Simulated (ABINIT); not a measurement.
An input for ABINIT 10.8.3 (Al2O3 (Corundum)):

```
acell 3*1.0 Angstrom
rprim 
  2.427854999995 1.401722737777 4.418504000041
  -2.427854999995 1.401722737777 4.418504000041
  0.000000000000 -2.803445475625 4.418504000019
ntypat 2
znucl 13 8
natom 10
typat 1 1 1 1 2 2 2 2 2 2
xred 
  0.352085541558 0.352085541558 0.352085541558
  0.147914458442 0.147914458442 0.147914458442
  0.647914458442 0.647914458442 0.647914458442
  0.852085541558 0.852085541558 0.852085541558
  0.555672215701 0.944327784299 0.250000000000
  0.250000000000 0.555672215701 0.944327784299
  0.944327784299 0.250000000000 0.555672215701
  0.444327784299 0.055672215701 0.750000000000
  0.750000000000 0.444327784299 0.055672215701
  0.055672215701 0.750000000000 0.444327784299
pp_dirpath "pseudos"
pseudos "Al.upf, O.upf"
ecut 36
ngkpt 2 2 2
nshiftk 1
shiftk 0 0 0
kptopt 1
chksymbreak 0
istwfk *1
occopt 1
irdwfk 1
optdriver 4
nband 137
gwcalctyp 0
ecutsigx 36
symsigma 1
nkptgw 4
kptgw 
  0.0000000000 0.0000000000 0.0000000000
  0.5000000000 0.0000000000 0.0000000000
  0.5000000000 0.5000000000 0.0000000000
  0.5000000000 0.5000000000 0.5000000000
bdgw 
  22 26
  23 26
  23 26
  21 26
ecuteps 4.037
irdscr 1
ppmodel 1
indata_prefix "in"
outdata_prefix "out"
tmpdata_prefix "tmp"
```

```sh
OMP_NUM_THREADS=1 mpirun -n 4 abinit run.abi > log
```

Question: How long will it take on 4 MPI ranks of Arm Neoverse N1, shared host, and how much memory?

It took 23 s; on shared hardware allow 11 s to 46 s. Peak host memory was 0.88 GiB.

[Paths, hosts, dates, memory and timing lines, banners, echoed tables and standing remarks are left out of the program output.]

[Logs are printed without paths, hosts, clocks, repeated set-up lines and the standing remarks that a program may print on its own settings, such as how far it seeks lower states.]

[Runs of the session that timed out or met a known fault of the program may be left out.]

[Hosts, paths, dates, database ids (printed as entryN), source tags and the programs' standing remarks are cut or masked in the printed files.]

[G0W0 gaps are taken among the corrected bands and points alone; a level outside them can change the order at an edge.]

[Where Ansatz stands beside ABINIT at settings called matched, ABINIT's density can come from a denser mesh and the files from another edition; pairs whose starting gaps differed by over 0.03 eV were left out, so agreement reads better than it is.]
